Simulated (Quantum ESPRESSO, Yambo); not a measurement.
# A GW chain in Yambo: NH4Br (P-43m), part 2 of 3

Aim: the G0W0 gap of NH4Br (P-43m) on PBEsol, step by step.

Quantum ESPRESSO 7.5 and Yambo 5.3.0; PBEsol and many-body steps on it, plane waves. Known limits of the many-body steps: not at the basis limit; no spin-orbit coupling; coarse k mesh.

So far. Step 2 (Ground state): The gap is indirect, with the least direct gap 0.09 eV higher. Step 3 (Bands along the symmetry lines): The gap is 4.097 eV, as in the run before at this level.

## Step 4: Empty states on the mesh, 4×4×4 mesh, 274 bands

Level of this step: DFT, PBEsol, plane waves, norm-conserving pseudopotentials (Quantum ESPRESSO).

The sums over transitions need many empty states on a uniform mesh; this step solves for them.

File pw.in:

```
&control
  calculation = 'nscf'
  prefix = 'x'
  outdir = 'o'
  pseudo_dir = 'pseudo'
/
&system
  ibrav = 0
  nat = 6
  ntyp = 3
  ecutwfc = 72.0
  nbnd = 274
  force_symmorphic = .true.
/
&electrons
  conv_thr = 1e-9
  electron_maxstep = 80
  diago_full_acc = .true.
  diago_thr_init = 5e-6
/
ATOMIC_SPECIES
  H 1.008 H.upf
  Br 79.904 Br.upf
  N 14.007 N.upf
CELL_PARAMETERS angstrom
  4.0000000000 0.0000000000 0.0000000000
  0.0000000000 4.0000000000 0.0000000000
  0.0000000000 0.0000000000 4.0000000000
ATOMIC_POSITIONS crystal
  H 0.1480000000 0.1480000000 0.1480000000
  H 0.1480000000 0.8520000000 0.8520000000
  H 0.8520000000 0.8520000000 0.1480000000
  H 0.8520000000 0.1480000000 0.8520000000
  Br 0.5000000000 0.5000000000 0.5000000000
  N 0.0000000000 0.0000000000 0.0000000000
K_POINTS automatic
  4 4 4 0 0 0
```

Started as:

```bash
OMP_NUM_THREADS=1 mpirun -n 4 pw.x -nk 4 -in pw.in > pw.out
```

The log of the run:

```text
[banner, memory and clock lines left out]
Program PWSCF v.7.5 starts

     Atomic positions and unit cell read from directory:
     o/x.save/

     Message from routine setup:
     using ibrav=0 with symmetry is DISCOURAGED, use correct ibrav instead

     G-vector sticks info

     bravais-lattice index     =            0
     lattice parameter (alat)  =       7.5589  a.u.
     unit-cell volume          =     431.8934 (a.u.)^3
     number of atoms/cell      =            6
     number of atomic types    =            3
     number of electrons       =        16.00
     number of Kohn-Sham states=          274
     kinetic-energy cutoff     =      72.0000  Ry
     charge density cutoff     =     288.0000  Ry
     Exchange-correlation= PBESOL
                           (   1   4  10   8   0   0   0)

     celldm(1)=   7.558904  celldm(2)=   0.000000  celldm(3)=   0.000000
     celldm(4)=   0.000000  celldm(5)=   0.000000  celldm(6)=   0.000000

     crystal axes: (cart. coord. in units of alat)
               a(1) = (   1.000000   0.000000   0.000000 )
               a(2) = (   0.000000   1.000000   0.000000 )
               a(3) = (   0.000000   0.000000   1.000000 )

     reciprocal axes: (cart. coord. in units 2 pi/alat)
               b(1) = (  1.000000  0.000000  0.000000 )
               b(2) = (  0.000000  1.000000  0.000000 )
               b(3) = (  0.000000  0.000000  1.000000 )
     Pseudo is Norm-conserving, Zval =  1.0
     Generated using ONCVPSP code by D. R. Hamann
     Using radial grid of 1180 points,  3 beta functions with:
     Pseudo is Norm-conserving + core correction, Zval =  7.0
     Generated using ONCVPSP code by D. R. Hamann
     Using radial grid of 1098 points,  6 beta functions with:
     Pseudo is Norm-conserving + core correction, Zval =  5.0
     Generated using ONCVPSP code by D. R. Hamann
     Using radial grid of 1058 points,  4 beta functions with:
     H                 1.00     1.00800     H ( 1.00)
     Br                7.00    79.90400     Br( 1.00)
     N                 5.00    14.00700     N ( 1.00)

     24 Sym. Ops. (no inversion) found

   Cartesian axes

     site n.     atom                  positions (alat units)
         1        H      tau(   1) = (   0.1480000   0.1480000   0.1480000  )
         2        H      tau(   2) = (   0.1480000   0.8520000   0.8520000  )
         3        H      tau(   3) = (   0.8520000   0.8520000   0.1480000  )
         4        H      tau(   4) = (   0.8520000   0.1480000   0.8520000  )
         5        Br     tau(   5) = (   0.5000000   0.5000000   0.5000000  )
         6        N      tau(   6) = (   0.0000000   0.0000000   0.0000000  )

     number of k points=    10
                       cart. coord. in units 2pi/alat
        k(    1) = (   0.0000000   0.0000000   0.0000000), wk =   0.0312500
        k(    2) = (   0.0000000   0.0000000   0.2500000), wk =   0.1875000
        k(    3) = (   0.0000000   0.0000000  -0.5000000), wk =   0.0937500
[...]
k(    9) = (   0.2500000  -0.5000000  -0.5000000), wk =   0.1875000
        k(   10) = (  -0.5000000  -0.5000000  -0.5000000), wk =   0.0312500

     Dense  grid:    35585 G-vectors     FFT dimensions: (  45,  45,  45)

     The potential is recalculated from file :
     o/x.save/charge-density

     Starting wfcs are   12 randomized atomic wfcs +  262 random wfcs

     Band Structure Calculation

     End of band structure calculation

          k = 0.0000 0.0000 0.0000 (  4457 PWs)   bands (ev):

   -17.2461 -11.6155  -6.4960  -6.4960  -6.4960   0.9917   0.9917   0.9917
     5.1764   7.8781   7.8781  10.8887  10.8887  10.8887  15.6504  15.6504
    15.6504  16.4320  16.4320  17.7018  17.7018  17.7018  19.1466  19.4004
[...]
[... 23 further rows ...]
[...]
151.6410 153.0238

          k = 0.0000 0.0000 0.2500 (  4472 PWs)   bands (ev):

[...]
[... 23 further rows ...]
[...]
145.3584 145.3584

          k = 0.0000 0.0000-0.5000 (  4436 PWs)   bands (ev):

[...]
54.3928  55.3697  56.3153  56.3672  56.3672  57.6653  59.0821  61.6506
     [... 23 further rows ...]
   144.7072 144.7072 144.9811 144.9811 145.1036 145.3315 145.4394 146.3737
   146.5346 146.6528

          k = 0.0000 0.2500 0.2500 (  4466 PWs)   bands (ev):

     [... further k-points ...]

     highest occupied, lowest unoccupied level (ev):     1.0790    5.1764

     XML data file, pseudopotentials, collected wavefunctions
```

Elapsed: 43 s, on 4 MPI ranks of Arm Neoverse V1, shared host; peak memory 0.63 GiB; 2.9 min of CPU time.

Numbers from this step:

```yaml
gap: 4.097 eV
k_of_the_valence_top: 0, -0.5, -0.5
k_of_the_conduction_bottom: 0, 0, 0
least_direct_gap: 4.185 eV
k_points_computed: 10
lowest_point_of_the_top_converged_band_above_the_valence_top: 135.4085 eV
```

On this mesh the gap is 4.097 eV.

## Step 5: Conversion and set-up

This step: Yambo 5.3.0; conversion and set-up on PBEsol, plane waves, norm-conserving pseudopotentials.

The states are converted to the many-body program's format and the q mesh is built.

Started as:

```bash
(cd o/x.save; p2y > p2y.log; mv SAVE ../..); yambo > setup.log
```

The log of the run:

```text
 Yambo, version 5.3.0

 [02] CORE Variables Setup
 =========================

  [02.01] Unit cells
  ==================

  Cell kind             :  CUB
  Atoms in the cell     :  H  Br  N
  number of H  atoms    :   4
  number of Br atoms    :  1
  number of N  atoms    :  1

  List of atomic masses
  Mass of H     :  1.008000
  Mass of Br    :  79.90400
  Mass of N     :  14.00700

  List of atomic coordinates    : [cc]
  H1       :  1.118718  1.118718  1.118718  order 1
  H2       :  1.118718  6.440187  6.440187  order 2
  H3       :  6.440187  6.440187  1.118718  order 3
  H4       :  6.440187  1.118718  6.440187  order 4
  Br1       :  3.779452  3.779452  3.779452  order 5
  N1       :  0.000000  0.000000  0.000000  order 6

  Alat factors          :  7.558904  7.558904  7.558904 [a.u.]
  Direct lattice volume :  431.8934 [a.u.]
  Direct lattice vectors:  A[ 1 ]  A[ 2 ]  A[ 3 ]
   A[ 1 ]:  1.000000  0.000000  0.000000  [iru]
   7.558904  0.000000  0.000000  [cc]
   A[ 2 ]:  0.000000  1.000000  0.000000  [iru]
   0.000000  7.558904  0.000000  [cc]
   A[ 3 ]:  0.000000  0.000000  1.000000  [iru]
   0.000000  0.000000  7.558904  [cc]

  Recip. lattice volume :  0.574332 [a.u.]
  Recip. lattice vectors:  B[ 1 ]  B[ 2 ]  B[ 3 ]
   B[ 1 ]:  1.000000  0.000000  0.000000  [iku]
   0.831230  0.000000  0.000000  [cc]
   B[ 2 ]:  0.000000  1.000000  0.000000  [iku]
   0.000000  0.831230  0.000000  [cc]
   B[ 3 ]:  0.000000  0.000000  1.000000  [iku]
   0.000000  0.000000  0.831230  [cc]

  [02.02] Symmetries
  ==================

  Inversion symmetry    : yes
  Spatial inversion     : no
  Inversion index       :  25
  K-space Time-reversal : yes
  Magnetic symmetries   : no
  Time-reversal derived K-space symmetries:   25   48
  Group table correct   : yes
  Symmetries units      :  [cc]

   [S  1]:  1.000000  0.000000  0.000000  0.000000  1.000000  0.000000  0.000000  0.000000  1.000000
   [S  2]: -1.000000  0.000000  0.000000  0.000000 -1.000000  0.000000  0.000000  0.000000  1.000000
   [S  3]: -1.000000  0.000000  0.000000  0.000000  1.000000  0.000000  0.000000  0.000000 -1.000000
[...]
[S  9]:  0.000000  1.000000  0.000000  0.000000  0.000000  1.000000  1.000000  0.000000  0.000000
   [S 10]:  0.000000 -1.000000  0.000000  0.000000  0.000000 -1.000000  1.000000  0.000000  0.000000
     [... 36 further rows ...]
   [S*47]:  1.000000 -0.000000 -0.000000 -0.000000 -0.000000 -1.000000 -0.000000  1.000000 -0.000000
   [S*48]:  1.000000 -0.000000 -0.000000 -0.000000 -0.000000  1.000000 -0.000000 -1.000000 -0.000000

  [02.03] Reciprocal space
  ========================

  nG shells         :   349
  nG charge         :   35585
  nG WFs            :   5566
  nC WFs            :   4492
  G-vecs. in first 34 shells:  [ Number ]
     1    7   19   27   33   57   81   93  123
    147   171   179   203   251   257   305   341   365
[...]
IBZ K-points                                      :  10
  BZ  K-points                                      :   64

  K/Q-points units:
  rlu = crystal or reduced units; cc = cartesian coordinates; iku = interal k-units

  K [ 1]         [rlu]:  0.000000  0.000000  0.000000
         WF components:   4457
  K [ 2]         [rlu]:  0.000000  0.000000  0.250000
         WF components:   4472
  K [ 3]         [rlu]:  0.000000  0.000000 -0.500000
         WF components:   4436
[...]
K [ 8]         [rlu]:  0.250000  0.250000 -0.500000
[...]
K [ 9]         [rlu]:  0.250000 -0.500000 -0.500000
         WF components:   4492
  K [10]         [rlu]: -0.500000 -0.500000 -0.500000
         WF components:   4416

  [02.05] Energies & Occupations
  ==============================

  [X] === General ===
  [X] Electronic Temperature                        :  0.000000  0.000000 [eV K]
  [X] Bosonic    Temperature                        :  0.000000  0.000000 [eV K]
  [X] Finite Temperature mode                       : no
  [X] El. density                                   :  0.25000E+24 [cm-3]
  [X] Fermi Level                                   :  1.079024 [eV]

  [X] === Gaps and Widths ===
  [X] Conduction Band Min                           :  4.097338 [eV]
  [X] Valence Band Max                              :  0.000000 [eV]
  [X] Filled Bands                                  :   8
  [X] Empty Bands                                   :    9  274
  [X] Direct Gap                                    :  4.184637 [eV]
  [X] Direct Gap localized at k                     :  1
  [X] Indirect Gap                                  :  4.097338 [eV]
  [X] Indirect Gap between kpts                     :   6   1
  [X] Last valence band width                       :  1.471107 [eV]
  [X] 1st conduction band width                     :  3.655939 [eV]

  E @ K [ 1]:  [eV]
  -18.32510 -12.69457  -7.57501  -7.57501  -7.57501  -0.08730  -0.08730  -0.08730
    4.09734   6.79903   6.79903   9.80964   9.80964   9.80964  14.57139  14.57139
  occ @ K [ 1]
   2.000000  2.000000  2.000000  2.000000  2.000000  2.000000  2.000000  2.000000
[...]
E @ K [ 2]:  [eV]
[...]
occ @ K [ 2]
[...]
E @ K [ 3]:  [eV]
[...]
occ @ K [ 3]
[...]
E @ K [ 8]:  [eV]
[...]
occ @ K [ 8]
[...]
E @ K [ 9]:  [eV]
[...]
occ @ K [ 9]
[...]
E @ K [10]:  [eV]
[...]
occ @ K [10]
   2.000000  2.000000  2.000000  2.000000  2.000000  2.000000  2.000000  2.000000
   0.000000  0.000000  0.000000  0.000000  0.000000  0.000000  0.000000  0.000000

 [03] Transferred momenta grid and indexing
 ==========================================

 IBZ Q-points                                      :  10
 BZ  Q-points                                      :   64

 K/Q-points units:
 rlu = crystal or reduced units; cc = cartesian coordinates; iku = interal k-units

 Q [ 1]         [rlu]:  0.000000  0.000000  0.000000
 Q [ 2]         [rlu]:  0.000000  0.000000  0.250000
 Q [ 3]         [rlu]:  0.000000  0.000000 -0.500000
[...]
Q [ 8]         [rlu]:  0.250000  0.250000 -0.500000
 Q [ 9]         [rlu]:  0.250000 -0.500000 -0.500000
 Q [10]         [rlu]: -0.500000 -0.500000 -0.500000

  [03.01] X indexes
  =================

   [03.01.01] Sigma indexes
   ========================

 [06] Game Over & Game summary
```

Elapsed: 2.8 s, on 1 MPI rank; peak memory 0.25 GiB.

(Part 2 of 3 ends here.)

[Paths, hosts, dates, memory and timing lines, banners, echoed tables and standing remarks are left out of the program output.]

[Logs are printed without paths, hosts, clocks, repeated set-up lines and the standing remarks that a program may print on its own settings, such as how far it seeks lower states.]

[Runs of the session that timed out or met a known fault of the program may be left out.]

[Hosts, paths, dates, database ids (printed as entryN), source tags and the programs' standing remarks are cut or masked in the printed files.]
